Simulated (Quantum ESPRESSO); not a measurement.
# FeI2: turning two sublattices against each other, part 3 of 3

Wanted: bilinear and biquadratic couplings of FeI2 from constrained non-collinear runs.

Quantum ESPRESSO 7.5; LDA; plane waves with GBRV 1.5 LDA potentials, no spin-orbit coupling.

So far, largest spin moment in the atom's sphere (μB): step 2 (the collinear order that defines the sublattices) 3.37; step 3 (the parallel state in the same cell) 3.42; step 4 (angle 0°, no penalty) 3.42; step 5 (angle 30°, lambda 0.5 Ry) 3.42; step 6 (angle 60°, lambda 0.5 Ry) 3.41.

The database entry behind the starting cell has ideal inner coordinates that were not refined, so it need not match the best structure at ambient conditions.

## 7. Angle 120°, lambda 0.5 Ry

pw.in

```
&CONTROL
  calculation = 'scf'
  prefix = 'pwscf'
  outdir = './tmp'
  pseudo_dir = './pseudo'
  disk_io = 'nowf'
/
&SYSTEM
  ibrav = 0
  nat = 6
  ntyp = 4
  ecutwfc = 34
  ecutrho = 238
  nbnd = 80
  occupations = 'smearing'
  smearing = 'fd'
  degauss = 0.00999582
  noncolin = .true.
  starting_magnetization(1) = 0.2106
  angle1(1) = 60
  angle2(1) = 0
  starting_magnetization(2) = 0.2106
  angle1(2) = 60
  angle2(2) = 180
  starting_magnetization(3) = 0.0122
  angle1(3) = 20.556
  angle2(3) = 180
  starting_magnetization(4) = 0.0122
  angle1(4) = 20.556
  angle2(4) = 0
  constrained_magnetization = 'atomic direction'
  lambda = 0.5
/
&ELECTRONS
  conv_thr = 6d-08
  electron_maxstep = 150
  mixing_beta = 0.3
/
ATOMIC_SPECIES
Fe1    55.8450 fe_lda_v1.5.uspp.F.UPF
Fe2    55.8450 fe_lda_v1.5.uspp.F.UPF
I1    126.9045 i_lda_v1.uspp.F.UPF
I2    126.9045 i_lda_v1.uspp.F.UPF
CELL_PARAMETERS bohr
   7.6344935435    0.0000000000    0.0000000000
  -7.6344935435   13.2233307074    0.0000000000
   0.0000000000    0.0000000000   12.7556513412
ATOMIC_POSITIONS crystal
Fe1     0.0000000000    0.0000000000    0.0000000000
Fe2     0.0000000000    0.5000000000    0.0000000000
I1      0.3333333333    0.3333333334    0.2500000000
I2      0.3333333333    0.8333333333    0.2500000000
I2      0.6666666667    0.1666666666    0.7500000000
I1      0.6666666667    0.6666666666    0.7500000000
K_POINTS automatic
4 2 2 0 0 0
```

Command:

```
OMP_NUM_THREADS=1 mpirun -n 4 pw.x -nk 2 -in pw.in > pw.out
```

Log:

```text
     [... lines left out ...]
Program PWSCF v.7.5 starts
     [... lines left out ...]
     number of atoms/cell      =            6
     [... lines left out ...]
     number of electrons       =        60.00
     number of Kohn-Sham states=           80
     kinetic-energy cutoff     =      34.0000  Ry
     charge density cutoff     =     238.0000  Ry
     scf convergence threshold =      6.0E-08
     [... lines left out ...]
     Noncollinear calculation without spin-orbit
     [... lines left out ...]
      2 Sym. Ops., with inversion, found
     [... lines left out ...]
     number of k points=    12  Fermi-Dirac smearing, width (Ry)=  0.0100
     [... lines left out ...]
     iteration #150     ecut=    34.00 Ry     beta= 0.30
     [... lines left out ...]
     constraint energy (Ry) =      0.00022101
     [... lines left out ...]
     estimated scf accuracy    <       0.00242012 Ry
     total magnetization       =     0.17    -0.28     4.02 Bohr mag/cell
     absolute magnetization    =     7.75 Bohr mag/cell
     [... lines left out ...]
     convergence NOT achieved after 150 iterations: stopping
[key lines of the parts left out:]
total energy              =    -759.34106405 Ry
```

It took 22 min on 4 MPI ranks of Arm Neoverse V1, shared host; peak memory 0.78 GiB.

Residual by cycle:

cycle, log10 residual and a bar from the least value:
```
        1        1.5 ##################
       15       -0.5 ######
       28       -0.7 #####
       42        2.0 ####################
       55       -1.0 ###
       69       -0.9 ###
       82        3.6 ##############################
       96        1.8 ###################
      109       -1.1 ##
      123       -1.3 #
      136       -1.1 ##
      150       -1.5
```

No converged result was reached; the numbers in the log don't describe the system.

After 150 cycles the residual stands at 0.033, against 0.12 at cycle 76 and a least value of 0.033. The cap of 150 cycles in the input ended the loop.

## 8. Angle 180°, no penalty

pw.in

```
&CONTROL
  calculation = 'scf'
  prefix = 'pwscf'
  outdir = './tmp'
  pseudo_dir = './pseudo'
  disk_io = 'nowf'
/
&SYSTEM
  ibrav = 0
  nat = 6
  ntyp = 3
  ecutwfc = 34
  ecutrho = 238
  nbnd = 80
  occupations = 'smearing'
  smearing = 'fd'
  degauss = 0.00999582
  noncolin = .true.
  starting_magnetization(1) = 0.2106
  angle1(1) = 90
  angle2(1) = 0
  starting_magnetization(2) = 0.2106
  angle1(2) = 90
  angle2(2) = 180
  starting_magnetization(3) = 0
/
&ELECTRONS
  conv_thr = 6d-08
  electron_maxstep = 150
  mixing_beta = 0.3
/
ATOMIC_SPECIES
Fe1    55.8450 fe_lda_v1.5.uspp.F.UPF
Fe2    55.8450 fe_lda_v1.5.uspp.F.UPF
I     126.9045 i_lda_v1.uspp.F.UPF
CELL_PARAMETERS bohr
   7.6344935435    0.0000000000    0.0000000000
  -7.6344935435   13.2233307074    0.0000000000
   0.0000000000    0.0000000000   12.7556513412
ATOMIC_POSITIONS crystal
Fe1     0.0000000000    0.0000000000    0.0000000000
Fe2     0.0000000000    0.5000000000    0.0000000000
I       0.3333333333    0.3333333334    0.2500000000
I       0.3333333333    0.8333333333    0.2500000000
I       0.6666666667    0.1666666666    0.7500000000
I       0.6666666667    0.6666666666    0.7500000000
K_POINTS automatic
4 2 2 0 0 0
```

Log:

```text
     [... lines left out ...]
Program PWSCF v.7.5 starts
     [... lines left out ...]
     number of atoms/cell      =            6
     [... lines left out ...]
     number of electrons       =        60.00
     number of Kohn-Sham states=           80
     kinetic-energy cutoff     =      34.0000  Ry
     charge density cutoff     =     238.0000  Ry
     scf convergence threshold =      6.0E-08
     [... lines left out ...]
     Noncollinear calculation without spin-orbit
     [... lines left out ...]
      4 Sym. Ops., with inversion, found
     [... lines left out ...]
     number of k points=    10  Fermi-Dirac smearing, width (Ry)=  0.0100
     [... lines left out ...]
     iteration # 15     ecut=    34.00 Ry     beta= 0.30
     [... lines left out ...]
     atom number    1 relative position :    0.0000   0.0000   0.0000
     [... lines left out ...]
     magnetization :          3.370463    0.000000    0.000000
     [... lines left out ...]
     atom number    2 relative position :   -0.5000   0.8660   0.0000
     [... lines left out ...]
     magnetization :         -3.370544    0.000000    0.000000
     [... lines left out ...]
     atom number    3 relative position :   -0.0000   0.5774   0.4177
     [... lines left out ...]
     magnetization :         -0.039378   -0.000000   -0.000000
     [... lines left out ...]
     atom number    4 relative position :   -0.5000   1.4434   0.4177
     [... lines left out ...]
     magnetization :          0.039386    0.000000    0.000000
     [... lines left out ...]
     atom number    5 relative position :    0.5000   0.2887   1.2531
     [... lines left out ...]
     magnetization :          0.039386    0.000000    0.000000
     [... lines left out ...]
     atom number    6 relative position :    0.0000   1.1547   1.2531
     [... lines left out ...]
     magnetization :         -0.039378   -0.000000   -0.000000
     [... lines left out ...]
     the Fermi energy is     5.6292 ev
!    total energy              =    -759.35830830 Ry
     estimated scf accuracy    <       0.00000002 Ry
     smearing contrib. (-TS)   =      -0.03428147 Ry
     [... lines left out ...]
     total magnetization       =    -0.00    -0.00     0.00 Bohr mag/cell
     absolute magnetization    =     7.23 Bohr mag/cell
     convergence has been achieved in  15 iterations
```

It took 76 s on 4 MPI ranks; peak memory 0.74 GiB.

Read from the output:

- smearing term TS: 0.4664 eV
- magnetization: 0, 0, 0 μB
- absolute magnetization: 7.233 μB
- final state: antiferromagnetic
- largest moment: 3.371 μB

## 9. E(θ)

Not every run of the table is shown above.

Canting:

```
lambda (Ry)  typed angle (degrees)  final angle (degrees)  energy less that at the first angle (meV a seeded atom)  penalty energy, not in the total (meV a cell)  largest site moment (μB)  CPU time (s)
          -                      0                      0                                                        0                                              0                     3.424         309.5
        0.5                     30                  29.42                                                   0.5676                                        0.03102                      3.42         499.7
        0.5                     60                  59.68                                                    2.327                                        0.03565                      3.41         390.8
        0.5                     90                   89.8                                                    5.004                                         0.1053                     3.396         713.5
          -                    180                    180                                                    11.41                                              0                     3.371         302.4
```

A fit to E = E0 − A cos θ − B cos² θ gives A = 5.70 meV and B = -0.676 meV a seeded atom.

## 10. Summary of results

```yaml
angle_of_lowest_energy: 0°
range_of_the_energy: 11.4 meV a seeded atom
range_of_the_largest_moment: 3.37 to 3.42 μB
bilinear_coefficient_a: 5.70 meV
biquadratic_coefficient_b: -0.676 meV
```

What this shows: The penalty holds the angles within 0.58° of the typed ones. A is positive, so parallel sublattices are favoured; B is 0.12 of it in size and favours perpendicular moments, a term beyond the Heisenberg model. The largest moment changes by 1.6 % over the angles. The run at 120° with lambda 0.5 Ry did not converge and is not in the table. The run at 150° with lambda 0.5 Ry did not converge and is not in the table. This holds for the two sublattices of this cell; other orders were not tried. Without spin–orbit coupling only the angle between the moments matters. The mesh is coarse, so differences of some ten meV can be noise where moments are itinerant. Energies are free energies at an electronic temperature of 1580 K, which lowers moments and differences where the moments are itinerant. The cutoff lies under the 40 Ry that these files are usually run at. The smearing term is large for its width, so states at the Fermi level are partly filled: at this level the cell is a metal or has a gap of a few widths at most.

[Logs and program files are shortened in this print: banners, set-up blocks, solver, clock and traceback lines can be left out without a mark of their own.]

[Logs are printed without paths, hosts, clocks, repeated set-up lines and the standing remarks that a program may print on its own settings, such as how far it seeks lower states.]

[Hosts, paths, dates, database ids (printed as entryN), source tags and the programs' standing remarks are cut or masked in the printed files.]

[Where a cell is said to come from a database of computed structures, the database is the Materials Project.]
